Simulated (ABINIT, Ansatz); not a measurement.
## Quasiparticle gap of Tellurium (P3_121, 3 atoms a cell) in ABINIT

Aim: the G0W0 gap of Tellurium (P3_121, 3 atoms a cell) on PBE, step by step.

Method: PBE and many-body steps on it, plane waves, in ABINIT 10.8.3.

Most raw output is cut from this account.

The database entry behind the starting cell differs from later determinations by our own check (inner coordinate of an old entry), so it need not match the best structure at ambient conditions.

### Step 1. Starting point

It takes space group P3_121 (No. 152, trigonal). Conventional cell: a = 4.454 Å, b = 4.454 Å, c = 5.924 Å, α = 90.00°, β = 90.00°, γ = 120.00°. Nearest to Te lie 2 Te at 2.86 Å.

Coordinates:

```cif
data_structure
_symmetry_space_group_name_H-M 'P 1'
_symmetry_Int_Tables_number 1
_cell_length_a 4.4540
_cell_length_b 4.4540
_cell_length_c 5.9240
_cell_angle_alpha 90.000
_cell_angle_beta 90.000
_cell_angle_gamma 120.000
_cell_volume 101.78
loop_
_atom_site_label
_atom_site_type_symbol
_atom_site_fract_x
_atom_site_fract_y
_atom_site_fract_z
_atom_site_occupancy
Te1 Te 0.26900 0.00000 0.33333 1
Te2 Te 0.00000 0.26900 0.66667 1
Te3 Te 0.73100 0.73100 0.00000 1
```

The cell and positions come from the Crystallography Open Database and are kept as given unless a step says otherwise. Spin-orbit coupling is left out unless a step names it.

### Step 2. Ground state

This step: ABINIT 10.8.3; DFT, PBE, plane waves, norm-conserving pseudopotentials.

The ground-state density comes first.

Input file run.abi:

```
acell 3*1.0 Angstrom
rprim 
  4.454000000025 -0.000000000006 0.000000000000
  -2.227000000008 3.857277148481 0.000000000000
  0.000000000000 0.000000000000 5.924000000000
ntypat 1
znucl 52
natom 3
typat 1 1 1
xred 
  0.269000000000 0.000000000000 0.333333333333
  0.000000000000 0.269000000000 0.666666666667
  0.731000000000 0.731000000000 -0.000000000000
pp_dirpath "pseudos"
pseudos "Te.upf"
ecut 39
ngkpt 6 6 4
nshiftk 1
shiftk 0 0 0
kptopt 1
chksymbreak 0
nband 41
occopt 1
tolvrs 1e-10
nstep 60
prtwf 0
optforces 0
optstress 0
indata_prefix "in"
outdata_prefix "out"
tmpdata_prefix "tmp"
```

On the command line:

```console
> OMP_NUM_THREADS=1 mpirun -n 8 abinit run.abi > log
```

Elapsed: 51 s, on 8 MPI ranks of Arm Neoverse V1, shared host; peak memory 0.82 GiB; 6.8 min of CPU time.

This step gave:

```
total energy               : -22897.2155 eV
gap                        : 0.1965 eV
k of the valence top       : 0.3333, 0.3333, 0.5
k of the conduction bottom : 0.3333, 0.3333, 0.5
least direct gap           : 0.1965 eV
```

The gap is direct, at (0.333, 0.333, 0.500).

### Step 3. Bands along the symmetry lines

Levels along a band path, at the cheap level, show where the edges lie and whether the meshes to come will hold them.

Input file run.abi:

```
acell 3*1.0 Angstrom
rprim 
  4.454000000025 -0.000000000006 0.000000000000
  -2.227000000008 3.857277148481 0.000000000000
  0.000000000000 0.000000000000 5.924000000000
ntypat 1
znucl 52
natom 3
typat 1 1 1
xred 
  0.269000000000 0.000000000000 0.333333333333
  0.000000000000 0.269000000000 0.666666666667
  0.731000000000 0.731000000000 -0.000000000000
pp_dirpath "pseudos"
pseudos "Te.upf"
ecut 39
iscf -2
irdden 1
kptopt 0
nkpt 75
kpt 
  0.00000000 0.00000000 0.00000000
  0.06250000 0.00000000 0.00000000
  0.12500000 0.00000000 0.00000000
  0.18750000 0.00000000 0.00000000
  0.25000000 0.00000000 0.00000000
  0.31250000 0.00000000 0.00000000
  0.37500000 0.00000000 0.00000000
  0.43750000 0.00000000 0.00000000
  0.50000000 0.00000000 0.00000000
  0.47916667 0.04166667 0.00000000
  0.45833333 0.08333333 0.00000000
  0.43750000 0.12500000 0.00000000
  0.41666666 0.16666666 0.00000000
  0.39583333 0.20833333 0.00000000
  0.37500000 0.25000000 0.00000000
  0.35416666 0.29166666 0.00000000
  0.33333333 0.33333333 0.00000000
  0.29166666 0.29166666 0.00000000
  0.25000000 0.25000000 0.00000000
  0.20833333 0.20833333 0.00000000
  0.16666666 0.16666666 0.00000000
  0.12500000 0.12500000 0.00000000
  0.08333333 0.08333333 0.00000000
  0.04166667 0.04166667 0.00000000
  0.00000000 0.00000000 0.00000000
  0.00000000 0.00000000 0.06250000
  0.00000000 0.00000000 0.12500000
  0.00000000 0.00000000 0.18750000
  0.00000000 0.00000000 0.25000000
  0.00000000 0.00000000 0.31250000
  0.00000000 0.00000000 0.37500000
  0.00000000 0.00000000 0.43750000
  0.00000000 0.00000000 0.50000000
  0.06250000 0.00000000 0.50000000
  0.12500000 0.00000000 0.50000000
  0.18750000 0.00000000 0.50000000
  0.25000000 0.00000000 0.50000000
  0.31250000 0.00000000 0.50000000
  0.37500000 0.00000000 0.50000000
  0.43750000 0.00000000 0.50000000
  0.50000000 0.00000000 0.50000000
  0.47916667 0.04166667 0.50000000
  0.45833333 0.08333333 0.50000000
  0.43750000 0.12500000 0.50000000
  0.41666666 0.16666666 0.50000000
  0.39583333 0.20833333 0.50000000
  0.37500000 0.25000000 0.50000000
  0.35416666 0.29166666 0.50000000
  0.33333333 0.33333333 0.50000000
  0.29166666 0.29166666 0.50000000
  0.25000000 0.25000000 0.50000000
  0.20833333 0.20833333 0.50000000
  0.16666666 0.16666666 0.50000000
  0.12500000 0.12500000 0.50000000
  0.08333333 0.08333333 0.50000000
  0.04166667 0.04166667 0.50000000
  0.00000000 0.00000000 0.50000000
  0.50000000 0.00000000 0.50000000
  0.50000000 0.00000000 0.43750000
  0.50000000 0.00000000 0.37500000
  0.50000000 0.00000000 0.31250000
  0.50000000 0.00000000 0.25000000
  0.50000000 0.00000000 0.18750000
  0.50000000 0.00000000 0.12500000
  0.50000000 0.00000000 0.06250000
  0.50000000 0.00000000 0.00000000
  0.33333333 0.33333333 0.50000000
  0.33333333 0.33333333 0.43750000
  0.33333333 0.33333333 0.37500000
  0.33333333 0.33333333 0.31250000
  0.33333333 0.33333333 0.25000000
  0.33333333 0.33333333 0.18750000
  0.33333333 0.33333333 0.12500000
  0.33333333 0.33333333 0.06250000
  0.33333333 0.33333333 0.00000000
istwfk *1
nband 43
nbdbuf 2
tolwfr 1e-08
nstep 40
prtwf 0
prtvol 0
indata_prefix "in"
outdata_prefix "out"
tmpdata_prefix "tmp"
```

Elapsed: 69 s, on 8 MPI ranks; peak memory 0.95 GiB; 9.2 min of CPU time.

Numbers from this step:

```
gap                        : 0.1837 eV
k of the valence top       : 0.3542, 0.2917, 0.5
k of the conduction bottom : 0.3333, 0.3333, 0.5
least direct gap           : 0.1965 eV
```

The gap is 0.184 eV, −0.013 eV from the run before at this level.

The electronic bands at the labelled points (eV, zero at the top of the highest filled band):

```csv
point,band 33,band 34,band 35,band 36,band 37,band 38,band 39,band 40
Γ,-2.76,-1.68,-1.68,-0.86,1.01,1.01,1.60,5.00
halfway,-3.39,-1.55,-0.99,-0.82,0.84,1.06,1.89,3.80
M,-3.60,-3.52,-1.03,-0.82,0.84,0.90,2.95,3.72
halfway,-3.45,-3.38,-1.93,-1.89,1.77,2.09,3.51,3.74
K,-3.09,-3.09,-2.95,-2.71,2.87,2.87,3.15,4.88
halfway,-3.02,-1.87,-1.37,-1.35,1.51,1.55,1.87,4.25
Γ,-2.76,-1.68,-1.68,-0.86,1.01,1.01,1.60,5.00
halfway,-2.52,-1.50,-1.46,-0.88,0.67,0.72,1.08,4.41
A,-2.67,-1.33,-1.03,-1.03,0.47,0.48,0.48,4.05
halfway,-3.12,-2.07,-1.91,-1.38,1.29,1.83,2.19,4.45
L,-3.64,-2.46,-2.13,-0.21,0.74,1.95,2.55,4.56
halfway,-4.38,-1.44,-1.33,-0.12,0.72,1.58,2.04,4.94
H,-5.02,-0.96,-0.01,-0.01,0.18,1.32,1.32,5.93
halfway,-3.71,-1.97,-1.69,-0.77,0.75,2.13,2.26,4.63
A,-2.67,-1.33,-1.03,-1.03,0.47,0.48,0.48,4.05
jump to L,-3.64,-2.46,-2.13,-0.21,0.74,1.95,2.55,4.56
halfway,-3.60,-2.08,-1.73,-1.46,1.20,1.90,2.63,3.71
M,-3.60,-3.52,-1.03,-0.82,0.84,0.90,2.95,3.72
jump to H,-5.02,-0.96,-0.01,-0.01,0.18,1.32,1.32,5.93
halfway,-4.21,-2.51,-1.54,-1.13,1.79,2.35,2.44,5.34
K,-3.09,-3.09,-2.95,-2.71,2.87,2.87,3.15,4.88
```

### Step 4. Empty states on the mesh, 3×3×2 mesh, 193 bands

The sums over transitions need many empty states on a uniform mesh; this step solves for them.

Input file run.abi:

```
acell 3*1.0 Angstrom
rprim 
  4.454000000025 -0.000000000006 0.000000000000
  -2.227000000008 3.857277148481 0.000000000000
  0.000000000000 0.000000000000 5.924000000000
ntypat 1
znucl 52
natom 3
typat 1 1 1
xred 
  0.269000000000 0.000000000000 0.333333333333
  0.000000000000 0.269000000000 0.666666666667
  0.731000000000 0.731000000000 -0.000000000000
pp_dirpath "pseudos"
pseudos "Te.upf"
ecut 39
ngkpt 3 3 2
nshiftk 1
shiftk 0 0 0
kptopt 1
chksymbreak 0
iscf -2
irdden 1
istwfk *1
nband 193
nbdbuf 16
tolwfr 1e-09
nstep 60
prtvol 0
indata_prefix "in"
outdata_prefix "out"
tmpdata_prefix "tmp"
```

On the command line:

```console
> OMP_NUM_THREADS=1 mpirun -n 6 abinit run.abi > log
```

The job ended after 78 s (6 MPI ranks; peak memory 0.68 GiB).

Numbers from this step:

```
gap                                                           : 0.1965 eV
k of the valence top                                          : 0.3333, 0.3333, 0.5
k of the conduction bottom                                    : 0.3333, 0.3333, 0.5
least direct gap                                              : 0.1965 eV
k points computed                                             : 6
lowest point of the top converged band, above the valence top : 59.0808 eV
```

On this mesh the gap is 0.196 eV.

### Step 5. Screening, 3×3×2 mesh, 177 bands, screening to 119.7 eV

The RPA dielectric matrix is built and inverted for each q.

This step: RPA screening on PBE, plane waves, norm-conserving pseudopotentials.

Edit run.abi of step 4 so:

```diff
@@ -21,10 +21,11 @@
 chksymbreak 0
-iscf -2
-irdden 1
 istwfk *1
-nband 193
-nbdbuf 16
-tolwfr 1e-09
-nstep 60
-prtvol 0
+occopt 1
+irdwfk 1
+optdriver 3
+nband 177
+ecuteps 4.4
+inclvkb 2
+awtr 1
+symchi 1
 indata_prefix "in"
```

On the command line:

```console
> OMP_NUM_THREADS=1 mpirun -n 8 abinit run.abi > log
```

The job ended after 58 s (8 MPI ranks; peak memory 2.5 GiB).

Numbers from this step:

```yaml
eps_infinity_with_local_fields_on_this_mesh_along_the_program_s_q_direction: 1193
the_same_without_local_fields: 1467
plasma_frequency: 31.23 eV
plane_waves_in_the_screening_matrix: 299
```

Local fields lower ε∞ by 19 %. The value itself is an artefact of the mesh, where one narrow direct gap carries too much weight.

### Step 6. Self-energy, 3×3×2 mesh, 177 bands, screening to 119.7 eV

The self-energy is evaluated for the states that the input lists, and the levels follow from it, in one-shot runs by the linearised quasiparticle equation.

This step: G0W0 on PBE, plane waves, norm-conserving pseudopotentials.

Edit run.abi of step 5 so:

```diff
@@ -24,8 +24,17 @@
 irdwfk 1
-optdriver 3
+optdriver 4
 nband 177
+gwcalctyp 0
+ecutsigx 39
+symsigma 1
+nkptgw 2
+kptgw 
+  0.3333333333 0.3333333333 0.5000000000
+  0.0000000000 0.0000000000 0.0000000000
+bdgw 
+  35 39
+  34 38
 ecuteps 4.4
-inclvkb 2
-awtr 1
-symchi 1
+irdscr 1
+ppmodel 1
 indata_prefix "in"
```

Wall time 11 s (8 MPI ranks); peak memory 1.9 GiB.

Numbers from this step:

```
G0W0 gap on the points computed              : 0.4400 eV
starting gap on the mesh                     : 0.1965 eV
k of the valence top                         : 0.3333, 0.3333, 0.5
k of the conduction bottom                   : 0.3333, 0.3333, 0.5
Z at the valence top                         : 0.791
Z at the conduction bottom                   : 0.793
least direct G0W0 gap on the computed points : 0.4400 eV
```

The gap on the mesh goes from 0.20 eV to 0.44 eV, a correction of +0.24 eV.

Limits: finite bands, cutoff and mesh; model gap, bands may invert with spin-orbit coupling; no spin-orbit coupling; coarse k mesh. v1 is the top filled band, c1 the lowest empty one. Levels before and after the correction, in eV, zero at the valence-band top of each column:

```csv
,conduction bottom,valence top
Kohn-Sham,0.20,0.00
G0W0,0.44,0.00
```

```csv
,level,energy (eV)
Kohn-Sham,(0.333 0.333 0.5) v2-v1,0.000
Kohn-Sham,(0.333 0.333 0.5) c1,0.196
Kohn-Sham,(0.333 0.333 0.5) c2-c3,1.336
G0W0,(0.333 0.333 0.5) v2-v1,0.000
G0W0,(0.333 0.333 0.5) c1,0.440
G0W0,(0.333 0.333 0.5) c2-c3,1.587
```

### Step 7. Where the time went

Times are wall times on the hardware named with each run, good to a factor of about two.

```csv
step,time,share,memory (GiB)
ground state,51 s,19 %,0.82
bands along the symmetry lines,69 s,26 %,0.95
empty states on the mesh,78 s,29 %,0.68
screening,58 s,22 %,2.5
self-energy,11 s,4 %,1.9
```

### Step 8. Outcome

```yaml
pbe_gap: 0.18 eV, indirect (only 13 meV under the direct gap)
g0w0_gap_on_the_mesh: 0.44 eV
gw_settings: 3×3×2 mesh, 177 bands, screening to 119.7 eV, Godby-Needs plasmon pole
known_limits: not at the basis limit; model gap, bands may invert with spin-orbit coupling; screening runs away on this mesh; no spin-orbit coupling; coarse k mesh
```

In words: G0W0 moves the gap on the mesh from 0.20 eV to 0.44 eV (+0.24 eV), with Z of 0.79 and 0.79 at the edges. Local fields lower the RPA ε∞ on this mesh from 1466.89 to 1193.32; a Γ-centred mesh this coarse tends to raise both, most where the direct gap is narrow, while a short band sum lowers them. Only 2 of the mesh's irreducible points were corrected, so a valley elsewhere could overtake. Bands and cutoff are finite, so the gap is not at the basis limit. The miss can reach some tenths of an eV and take either sign; the mesh is an error of its own. In the G0W0 run levels were corrected at 2 k points alone, so a gap called «on the mesh» is the least over those, and an edge elsewhere would be missed. The 3×3×2 mesh is coarse for this cell, which bears on the long-range parts of exchange and screening. With atoms this heavy and so narrow a gap, spin-orbit coupling can invert the bands. These scalar-relativistic gaps are then model values, not to be set against experiment, and a spin-orbit change taken from DFT can't simply be added. On this mesh the RPA ε∞ passes 90, more than nearly any semiconductor shows; a coarse mesh does this where one point with a narrow direct gap carries much weight. The screening is then too strong, and the G0W0 gap should not be taken as the material's.

[Paths, hosts, dates, memory and timing lines, banners, echoed tables and standing remarks are left out of the program output.]

[Logs are printed without paths, hosts, clocks, repeated set-up lines and the standing remarks that a program may print on its own settings, such as how far it seeks lower states.]

[Runs of the session that timed out or met a known fault of the program may be left out.]

[Hosts, paths, dates, database ids (printed as entryN), source tags and the programs' standing remarks are cut or masked in the printed files.]

[G0W0 gaps are taken among the corrected bands and points alone; a level outside them can change the order at an edge.]

[Where Ansatz stands beside ABINIT at settings called matched, ABINIT's density can come from a denser mesh and the files from another edition; pairs whose starting gaps differed by over 0.03 eV were left out, so agreement reads better than it is.]
